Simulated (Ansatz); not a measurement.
# linear Sb chain under tension and compression, part 2 of 2

Wanted: energy, moment and open channels of the linear Sb chain from 12 % compression to 30 % stretch.

Ansatz 0.2.0; DFT PBEsol, plane waves, PAW; relaxation of a chain's period (the session's first sound run).

So far, conductance of the lead as this run defines it (G₀): step 3 (the chain at a fixed length, period over the relaxed period …) 3.00.

## (4) The chain at a fixed length, period over the relaxed period 0.92, k-mesh 1×1×33

Level of this step: DFT PBEsol, plane waves, PAW; channels and complex bands of a perfect chain (Ansatz).

The period is set to 0.92 times the relaxed one: shorter bonds widen the bands.

The cell differs from the one that the last finished run ended in (c 2.364 → 2.471 Å).

The input, input.yaml:

```yaml
crystal:
  lattice:
    - [7.5, 0.0, 0.0]
    - [0.0, 7.5, 0.0]
    - [0.0, 0.0, 2.4711666926]
  atoms:
    - { symbol: Sb, position: [0.5, 0.5, 0.0], spin: 0.3 }
magnetization:
  spin_polarized: true
kpoints:
  mp_grid: { grid: [1, 1, 33] }
scf:
  occupations: { method: fermi_dirac, width: 0.05 }
hamiltonian:
  xc: pbesol
output:
  transmission:
    e_range: [-2, 2]
    de: 0.035
    kmesh: [1, 1]
    reduced_basis: true
    leads: [[0, 0]]
  stress: true
```

Started as:

```console
$ ansatz run input.yaml --threads 4 --pin off --max-ram 8192MiB --backend cpu --events-out ev --progress --plain --runs-dir out
```

Numbers of over 12 decimals in the logs are rounded to 6 here.

The program printed:

```text
[...]
Crystal: 1 atoms, lattice volume = 139.003 Å³
Basis set: ecut = 420 eV, 2713 PW (Γ)
Bands: 12, of which v1, the nominal top of the filled ones, is band 8 counted from 1 (7 counted from 0)
Symmetry: 16 space group operations
[...]
k-points: 17 of 33
[...]
Starting moments: Σ|m| = 0.3 μB on 1 of 1 site
[...]
--- Transmission ---
  basis      : 497 plane waves across, 4 finite elements along
  points     : 1, standing for a mesh of 1 x 1
[...]
crystal 0  : Sb1, at the sites [0, 0], period 2.4712 Å: whole cells are its period
[...]
filled         : 19.7 meV over the level at which it is neutral
    channels       : 3.000000e0 up, 3.000000e0 down
[...]
[key lines of the parts left out:]
SCF converged after 13 iterations
Magnetization: 0.0000 μB (7.5000 up, 7.5000 down)
Free energy (F): -6406.453432 eV
Fermi energy:    -1.568498 eV
P = ⅓ Tr σ = 2.8466 GPa (28.466 kbar)
```

The job ended after 20 s (4 threads of Arm Neoverse V2, shared host; peak memory 0.45 GiB).

At the computed energy nearest the Fermi level there are 3 spin-up and 3 spin-down channels, and the thermal average gives 3.00 G₀.

## (5) At a set period, period over the relaxed period 0.96, k-mesh 1×1×32

The period is set to 0.96 times the relaxed one: shorter bonds widen the bands.

input.yaml: that of step 4 with these lines changed.

```diff
@@ -4,3 +4,3 @@
     - [0.0, 7.5, 0.0]
-    - [0.0, 0.0, 2.4711666926]
+    - [0.0, 0.0, 2.5786087227]
   atoms:
@@ -10,3 +10,3 @@
 kpoints:
-  mp_grid: { grid: [1, 1, 33] }
+  mp_grid: { grid: [1, 1, 32] }
 scf:
```

The program printed:

```text
[...]
Crystal: 1 atoms, lattice volume = 145.047 Å³
Basis set: ecut = 420 eV, 2849 PW (Γ)
Bands: 12, of which v1, the nominal top of the filled ones, is band 8 counted from 1 (7 counted from 0)
Symmetry: 16 space group operations
[...]
k-points: 17 of 32
[...]
Starting moments: Σ|m| = 0.3 μB on 1 of 1 site
[...]
--- Transmission ---
  basis      : 497 plane waves across, 4 finite elements along
  points     : 1, standing for a mesh of 1 x 1
[...]
crystal 0  : Sb1, at the sites [0, 0], period 2.5786 Å: whole cells are its period
[...]
filled         : 95.7 meV under the level at which it is neutral
    channels       : 3.000000e0 up, 3.000000e0 down
[...]
[key lines of the parts left out:]
SCF converged after 13 iterations
Magnetization: 0.0000 μB (7.5000 up, 7.5000 down)
Free energy (F): -6406.657307 eV
Fermi energy:    -1.891877 eV
P = ⅓ Tr σ = 1.3502 GPa (13.502 kbar)
```

Elapsed: 20 s, on 4 threads; peak memory 0.45 GiB; 68 s of CPU time.

At the computed energy nearest the Fermi level there are 3 spin-up and 3 spin-down channels, and the thermal average gives 3.00 G₀.

## (6) The chain at a fixed length, period over the relaxed period 1, k-mesh 1×1×30

The period is set to 1.0 times the relaxed one, as the point of reference.

input.yaml: that of step 5 with these lines changed.

```diff
@@ -4,3 +4,3 @@
     - [0.0, 7.5, 0.0]
-    - [0.0, 0.0, 2.5786087227]
+    - [0.0, 0.0, 2.6860507528]
   atoms:
@@ -10,3 +10,3 @@
 kpoints:
-  mp_grid: { grid: [1, 1, 32] }
+  mp_grid: { grid: [1, 1, 30] }
 scf:
```

The program printed:

```text
[...]
Crystal: 1 atoms, lattice volume = 151.090 Å³
Basis set: ecut = 420 eV, 3017 PW (Γ)
Bands: 12, of which v1, the nominal top of the filled ones, is band 8 counted from 1 (7 counted from 0)
Symmetry: 16 space group operations
[...]
k-points: 16 of 30
[...]
Starting moments: Σ|m| = 0.3 μB on 1 of 1 site
[...]
--- Transmission ---
  basis      : 497 plane waves across, 4 finite elements along
  points     : 1, standing for a mesh of 1 x 1
[...]
crystal 0  : Sb1, at the sites [0, 0], period 2.6861 Å: whole cells are its period
[...]
filled         : 36.5 meV under the level at which it is neutral
    channels       : 3.000000e0 up, 3.000000e0 down
[...]
[key lines of the parts left out:]
SCF converged after 12 iterations
Magnetization: 0.0000 μB (7.5000 up, 7.5000 down)
Free energy (F): -6406.719347 eV
Fermi energy:    -2.012670 eV
P = ⅓ Tr σ = 0.2537 GPa (2.537 kbar)
```

Wall time 19 s (4 threads); peak memory 0.47 GiB.

The open channels of the lead by energy, zero at the Fermi level:

```csv
energy (eV),spin up,spin down
-2.000,1,1
-1.895,1,1
-1.790,1,1
-1.685,3,3
-1.615,3,3
-1.510,3,3
-1.405,3,3
-1.300,3,3
-1.195,3,3
-1.090,3,3
-0.985,3,3
-0.915,3,3
-0.810,3,3
-0.705,3,3
-0.600,3,3
-0.495,3,3
-0.390,3,3
-0.285,3,3
-0.215,3,3
-0.110,3,3
-0.005,3,3
0.100,3,3
0.205,3,3
0.310,3,3
0.415,3,3
0.485,3,3
0.590,3,3
0.695,3,3
0.800,3,3
0.905,3,3
1.010,3,3
1.115,3,3
1.185,3,3
1.290,3,3
1.395,3,3
1.500,3,3
1.605,3,3
1.710,3,3
1.815,3,3
1.885,3,3
```

At the computed energy nearest the Fermi level there are 3 spin-up and 3 spin-down channels, and the thermal average gives 3.00 G₀.

## (7) At a set period, period over the relaxed period 1.04, k-mesh 1×1×29

The period is set to 1.04 times the relaxed one: longer bonds narrow the bands.

The cell differs from the one that the last finished run ended in (c 2.686 → 2.793 Å).

input.yaml: that of step 6 with these lines changed.

```diff
@@ -4,3 +4,3 @@
     - [0.0, 7.5, 0.0]
-    - [0.0, 0.0, 2.6860507528]
+    - [0.0, 0.0, 2.7934927829]
   atoms:
@@ -10,3 +10,3 @@
 kpoints:
-  mp_grid: { grid: [1, 1, 30] }
+  mp_grid: { grid: [1, 1, 29] }
 scf:
```

The program printed:

```text
[...]
Crystal: 1 atoms, lattice volume = 157.134 Å³
Basis set: ecut = 420 eV, 3129 PW (Γ)
Bands: 12, of which v1, the nominal top of the filled ones, is band 8 counted from 1 (7 counted from 0)
Symmetry: 16 space group operations
[...]
k-points: 15 of 29
[...]
Starting moments: Σ|m| = 0.3 μB on 1 of 1 site
[...]
--- Transmission ---
  basis      : 497 plane waves across, 4 finite elements along
  points     : 1, standing for a mesh of 1 x 1
[...]
crystal 0  : Sb1, at the sites [0, 0], period 2.7935 Å: whole cells are its period
[...]
filled         : 1.7 meV over the level at which it is neutral
    channels       : 3.000000e0 up, 3.000000e0 down
[...]
[key lines of the parts left out:]
SCF converged after 14 iterations
Magnetization: 0.0000 μB (7.5000 up, 7.5000 down)
Free energy (F): -6406.666842 eV
Fermi energy:    -2.167269 eV
P = ⅓ Tr σ = -0.6514 GPa (-6.514 kbar)
```

Run time: 11 s. Hardware: 4 threads; peak memory 0.37 GiB; 40 s of CPU time.

At the computed energy nearest the Fermi level there are 3 spin-up and 3 spin-down channels, and the thermal average gives 3.00 G₀. The change of length costs 0.057 eV a cell and leaves no moment.

## (8) The chain at a fixed length, period over the relaxed period 1.08, k-mesh 1×1×28

The period is set to 1.08 times the relaxed one: longer bonds narrow the bands.

The cell differs from the one that the last finished run ended in (c 2.793 → 2.901 Å).

input.yaml: that of step 7 with these lines changed.

```diff
@@ -4,3 +4,3 @@
     - [0.0, 7.5, 0.0]
-    - [0.0, 0.0, 2.7934927829]
+    - [0.0, 0.0, 2.9009348131]
   atoms:
@@ -10,3 +10,3 @@
 kpoints:
-  mp_grid: { grid: [1, 1, 29] }
+  mp_grid: { grid: [1, 1, 28] }
 scf:
```

The program printed:

```text
[...]
Crystal: 1 atoms, lattice volume = 163.178 Å³
Basis set: ecut = 420 eV, 3209 PW (Γ)
Bands: 12, of which v1, the nominal top of the filled ones, is band 8 counted from 1 (7 counted from 0)
Symmetry: 16 space group operations
[...]
k-points: 15 of 28
[...]
Starting moments: Σ|m| = 0.3 μB on 1 of 1 site
[...]
--- Transmission ---
  basis      : 497 plane waves across, 4 finite elements along
  points     : 1, standing for a mesh of 1 x 1
[...]
crystal 0  : Sb1, at the sites [0, 0], period 2.9009 Å: whole cells are its period
[...]
filled         : 28.2 meV over the level at which it is neutral
    channels       : 3.000000e0 up, 3.000000e0 down
[...]
[key lines of the parts left out:]
SCF converged after 13 iterations
Magnetization: 0.0000 μB (7.5000 up, 7.5000 down)
Free energy (F): -6406.568786 eV
Fermi energy:    -2.249941 eV
P = ⅓ Tr σ = -1.0581 GPa (-10.581 kbar)
```

Wall time 11 s (4 threads); peak memory 0.37 GiB.

At the computed energy nearest the Fermi level there are 3 spin-up and 3 spin-down channels, and the thermal average gives 3.00 G₀. The change of length costs 0.153 eV a cell and leaves no moment.

## (9) The chain at a fixed length, period over the relaxed period 1.13, k-mesh 1×1×27

The period is set to 1.13 times the relaxed one: longer bonds narrow the bands.

The cell differs from the one that the last finished run ended in (c 2.901 → 3.035 Å).

input.yaml: that of step 8 with these lines changed.

```diff
@@ -4,3 +4,3 @@
     - [0.0, 7.5, 0.0]
-    - [0.0, 0.0, 2.9009348131]
+    - [0.0, 0.0, 3.0352373507]
   atoms:
@@ -10,3 +10,3 @@
 kpoints:
-  mp_grid: { grid: [1, 1, 28] }
+  mp_grid: { grid: [1, 1, 27] }
 scf:
```

The program printed:

```text
[...]
Crystal: 1 atoms, lattice volume = 170.732 Å³
Basis set: ecut = 420 eV, 3347 PW (Γ)
Bands: 12, of which v1, the nominal top of the filled ones, is band 8 counted from 1 (7 counted from 0)
Symmetry: 16 space group operations
[...]
k-points: 14 of 27
[...]
Starting moments: Σ|m| = 0.3 μB on 1 of 1 site
[...]
--- Transmission ---
  basis      : 497 plane waves across, 4 finite elements along
  points     : 1, standing for a mesh of 1 x 1
[...]
crystal 0  : Sb1, at the sites [0, 0], period 3.0352 Å: whole cells are its period
[...]
filled         : 33.6 meV under the level at which it is neutral
    channels       : 3.000000e0 up, 3.000000e0 down
[...]
[key lines of the parts left out:]
SCF converged after 13 iterations
Magnetization: 0.0000 μB (7.5000 up, 7.5000 down)
Free energy (F): -6406.365700 eV
Fermi energy:    -2.431775 eV
P = ⅓ Tr σ = -1.3433 GPa (-13.433 kbar)
```

The job ended after 12 s (4 threads; peak memory 0.39 GiB).

At the computed energy nearest the Fermi level there are 3 spin-up and 3 spin-down channels, and the thermal average gives 3.00 G₀. The change of length costs 0.359 eV a cell and leaves no moment.

## (10) At a set period, period over the relaxed period 1.2, k-mesh 1×1×25

The period is set to 1.2 times the relaxed one: longer bonds narrow the bands.

The cell differs from the one that the last finished run ended in (c 3.035 → 3.223 Å).

input.yaml: that of step 9 with these lines changed.

```diff
@@ -4,3 +4,3 @@
     - [0.0, 7.5, 0.0]
-    - [0.0, 0.0, 3.0352373507]
+    - [0.0, 0.0, 3.2232609034]
   atoms:
@@ -10,3 +10,3 @@
 kpoints:
-  mp_grid: { grid: [1, 1, 27] }
+  mp_grid: { grid: [1, 1, 25] }
 scf:
```

The program printed:

```text
[...]
Crystal: 1 atoms, lattice volume = 181.308 Å³
Basis set: ecut = 420 eV, 3563 PW (Γ)
Bands: 12, of which v1, the nominal top of the filled ones, is band 8 counted from 1 (7 counted from 0)
Symmetry: 16 space group operations
[...]
k-points: 13 of 25
[...]
Starting moments: Σ|m| = 0.3 μB on 1 of 1 site
[...]
--- Transmission ---
  basis      : 497 plane waves across, 4 finite elements along
  points     : 1, standing for a mesh of 1 x 1
[...]
crystal 0  : Sb1, at the sites [0, 0], period 3.2233 Å: whole cells are its period
[...]
filled         : 2.6 meV over the level at which it is neutral
    channels       : 3.000000e0 up, 3.000000e0 down
[...]
[key lines of the parts left out:]
SCF converged after 14 iterations
Magnetization: -0.0000 μB (7.5000 up, 7.5000 down)
Free energy (F): -6406.041501 eV
Fermi energy:    -2.559409 eV
P = ⅓ Tr σ = -1.5569 GPa (-15.569 kbar)
```

It took 11 s on 4 threads; peak memory 0.39 GiB.

At the computed energy nearest the Fermi level there are 3 spin-up and 3 spin-down channels, and the thermal average gives 3.00 G₀. The change of length costs 0.684 eV a cell and leaves no moment.

## (11) The chain at a fixed length, period over the relaxed period 1.3, k-mesh 1×1×23

The period is set to 1.3 times the relaxed one: longer bonds narrow the bands.

The cell differs from the one that the last finished run ended in (c 3.223 → 3.492 Å).

input.yaml: that of step 10 with these lines changed.

```diff
@@ -4,3 +4,3 @@
     - [0.0, 7.5, 0.0]
-    - [0.0, 0.0, 3.2232609034]
+    - [0.0, 0.0, 3.4918659787]
   atoms:
@@ -10,3 +10,3 @@
 kpoints:
-  mp_grid: { grid: [1, 1, 25] }
+  mp_grid: { grid: [1, 1, 23] }
 scf:
```

The program printed:

```text
[...]
Crystal: 1 atoms, lattice volume = 196.417 Å³
Basis set: ecut = 420 eV, 3843 PW (Γ)
Bands: 12, of which v1, the nominal top of the filled ones, is band 8 counted from 1 (7 counted from 0)
Symmetry: 16 space group operations
[...]
k-points: 12 of 23
[...]
Starting moments: Σ|m| = 0.3 μB on 1 of 1 site
[...]
--- Transmission ---
  basis      : 497 plane waves across, 5 finite elements along
  points     : 1, standing for a mesh of 1 x 1
[...]
crystal 0  : Sb1, at the sites [0, 0], period 3.4919 Å: whole cells are its period
[...]
filled         : 12.3 meV over the level at which it is neutral
    channels       : 3.000000e0 up, 3.000000e0 down
[...]
[key lines of the parts left out:]
SCF converged after 18 iterations
Magnetization: 0.0000 μB (7.5000 up, 7.5000 down)
Free energy (F): -6405.564535 eV
Fermi energy:    -2.741151 eV
P = ⅓ Tr σ = -1.5294 GPa (-15.294 kbar)
```

Run time: 14 s. Hardware: 4 threads; peak memory 0.4 GiB.

Table of open channels of the lead by energy, zero at the Fermi level:

```csv
energy (eV),spin up,spin down
-2.000,1,1
-1.790,1,1
-1.615,1,1
-1.405,1,1
-1.195,1,1
-0.985,1,1
-0.810,1,1
-0.600,3,3
-0.390,3,3
-0.215,3,3
-0.005,3,3
0.205,3,3
0.415,3,3
0.590,3,3
0.800,1,1
1.010,1,1
1.185,1,1
1.395,1,1
1.605,1,1
1.815,1,1
```

At the computed energy nearest the Fermi level there are 3 spin-up and 3 spin-down channels, and the thermal average gives 3.00 G₀. The change of length costs 1.164 eV a cell and leaves no moment.

## (12) Side by side

Times are for 4 threads of Arm Neoverse V2, shared host. Results by setting:

```csv
no.,period over the relaxed period,conductance of the lead as this run defines it (G₀),energy at zero smearing less the lowest (eV),time,memory (GiB)
1,0.88,3.000,0.6842,16 s,0.43
2,0.92,3.000,0.2684,20 s,0.45
3,0.96,3.000,0.06453,20 s,0.45
4,1,3.000,0,19 s,0.47
5,1.04,3.000,0.05686,11 s,0.37
6,1.08,3.000,0.1534,11 s,0.37
7,1.13,3.000,0.3590,12 s,0.39
8,1.2,3.000,0.6843,11 s,0.39
9,1.3,3.000,1.164,14 s,0.4
```

## (13) The same system on other settings: output.transmission.reduced_basis = false

This step: DFT PBEsol, plane waves, PAW; channels and complex bands of a perfect chain; changed: output.transmission.reduced_basis = false (Ansatz 0.2.0).

The atoms of the run at the relaxed period are kept and the input is varied, to see whether the result depends on it.

input.yaml, the sections that differ from step 11:

```yaml
crystal:
  lattice:
    - [7.5, 0.0, 0.0]
    - [0.0, 7.5, 0.0]
    - [0.0, 0.0, 2.6860507528]
  atoms:
    - { symbol: Sb, position: [0.5, 0.5, 0.0], spin: 0.3 }
kpoints:
  mp_grid: { grid: [1, 1, 30] }
output:
  transmission:
    e_range: [-2, 2]
    de: 0.035
    kmesh: [1, 1]
    reduced_basis: false
    leads: [[0, 0]]
  stress: true
# magnetization, scf, hamiltonian: as in step 11
```

The program printed:

```text
[...]
Crystal: 1 atoms, lattice volume = 151.090 Å³
Basis set: ecut = 420 eV, 3017 PW (Γ)
Bands: 12, of which v1, the nominal top of the filled ones, is band 8 counted from 1 (7 counted from 0)
Symmetry: 16 space group operations
[...]
k-points: 16 of 30
[...]
Starting moments: Σ|m| = 0.3 μB on 1 of 1 site
[...]
SCF iter  12: F=-6406.719347 eV  HF=-6406.719347 eV  |F-HF|=9.09e-13  |Δ(HF+E_count)|=  1.01e-10  Δρ=7.08e-8 (↑7.08e-8 ↓5.79e-8)  dr2=9.15e-12  dr2_m=3.99e-12  M=0.000 μB ∫|m|=0.000 μB  ethr=1.00e-12  ⟨swp⟩=3.0  Hψ=827  notcnv=0
SCF 1 converged in 12 iterations: F = -6406.719347 eV  dr2 = 9.15e-12
[...]
transmission: 4 of 8 steps passed
transmission: 8 of 8 steps passed
SCF converged after 12 iterations
Magnetization: 0.0000 μB (7.5000 up, 7.5000 down)
Absolute magnetization: 0.0000 μB (∫|ρ↑−ρ↓|, with the PAW one-centre terms)
[...]
Per-site moments (μB) at R_I (Å): [(3.821932678802953e-7, 1.10799593553)]
Free energy (F): -6406.719347 eV
[...]
Internal energy: -6406.716180 eV  (E = F + TS)
E sigma→0 (E₀):  -6406.717763 eV
Entropy (-TS):   -0.003167 eV (-3.167 meV/atom)
Fermi energy:    -2.012670 eV
[...]
--- Stress (GPa, compression-positive) ---
        0.204216       0.000000       0.000000
        0.000000       0.204216       0.000000
        0.000000       0.000000       0.352543
  P = ⅓ Tr σ = 0.2537 GPa (2.537 kbar)
--- Band table (eV; the first three rows and the last of 32) ---
  k-point 0 ↑: bands = [... 4 lower, -30.4971, -12.5010, -3.7541, -3.7541, 1.3755, 2.7639, 3.9262, 4.7161]
  k-point 1 ↑: bands = [... 4 lower, -30.4994, -12.4776, -3.7288, -3.7288, 1.3977, 2.7866, 3.9483, 4.7395]
  k-point 2 ↑: bands = [... 4 lower, -30.5062, -12.4072, -3.6531, -3.6531, 1.4643, 2.8545, 4.0146, 4.8096]
  k-point 15 ↓: bands = [... 4 lower, -30.3674, -7.4794, -6.2005, 0.1517, 0.1517, 4.3180, 4.3180, 6.3587]
--- Transmission ---
  basis      : 497 plane waves across, 4 finite elements along
  points     : 1, standing for a mesh of 1 x 1
[...]
crystal 0  : Sb1, at the sites [0, 0], period 2.6861 Å: whole cells are its period
[...]
filled         : 36.5 meV under the level at which it is neutral
    channels       : 3.000000e0 up, 3.000000e0 down
[...]
```

The job ended after 2.9 min (4 threads; peak memory 2.6 GiB).

Numbers from this step:

```yaml
energy_at_zero_smearing: -6406.7178 eV
```

Table of open channels of the lead by energy, zero at the Fermi level:

```csv
energy (eV),spin up,spin down
-2.00,1,1
-1.90,1,1
-1.79,1,1
-1.69,3,3
-1.58,3,3
-1.48,3,3
-1.37,3,3
-1.23,3,3
-1.12,3,3
-1.02,3,3
-0.92,3,3
-0.81,3,3
-0.70,3,3
-0.60,3,3
-0.49,3,3
-0.39,3,3
-0.28,3,3
-0.18,3,3
-0.07,3,3
-0.01,3,3
0.07,3,3
0.17,3,3
0.28,3,3
0.38,3,3
0.48,3,3
0.59,3,3
0.69,3,3
0.80,3,3
0.91,3,3
1.01,3,3
1.11,3,3
1.22,3,3
1.36,3,3
1.47,3,3
1.57,3,3
1.68,3,3
1.78,3,3
1.89,3,3
1.99,3,3
```

It took 2.9 min against 19 s for the run it varies, and the conductance is 3.00 G₀ against 3.00 G₀.

The channels at the energy nearest the Fermi level, spin up, channels at the energy nearest the Fermi level, spin down and conductance of the lead as this run defines it stay within 0.2 % plus 0.001 of the run it varies.

## (14) Results

| Property | Result |
| --- | --- |
| relaxed cell length | 2.686 Å |
| conductance at period × 0.88 | 3.00 G₀ |
| conductance at period × 1.0 | 3.00 G₀ |
| conductance at period × 1.13 | 3.00 G₀ |
| conductance at period × 1.3 | 3.00 G₀ |
| absolute moment at period × 0.88 | 0 μB |
| absolute moment at period × 1.0 | 0 μB |
| absolute moment at period × 1.3 | 0 μB |

What this shows: No moment survives at any length. Transport is coherent and elastic here: the atoms are frozen, so scattering by vibrations plays no part. Spin-orbit coupling is left out, which matters for the bands of heavy atoms. The lead's cell of one atom keeps the chain straight and evenly spaced; a zigzag or dimerised form may lie lower.

[Logs are printed without paths, hosts, clocks, repeated set-up lines and the standing remarks that a program may print on its own settings, such as how far it seeks lower states.]

[Hosts, paths, dates, database ids (printed as entryN), source tags and the programs' standing remarks are cut or masked in the printed files.]
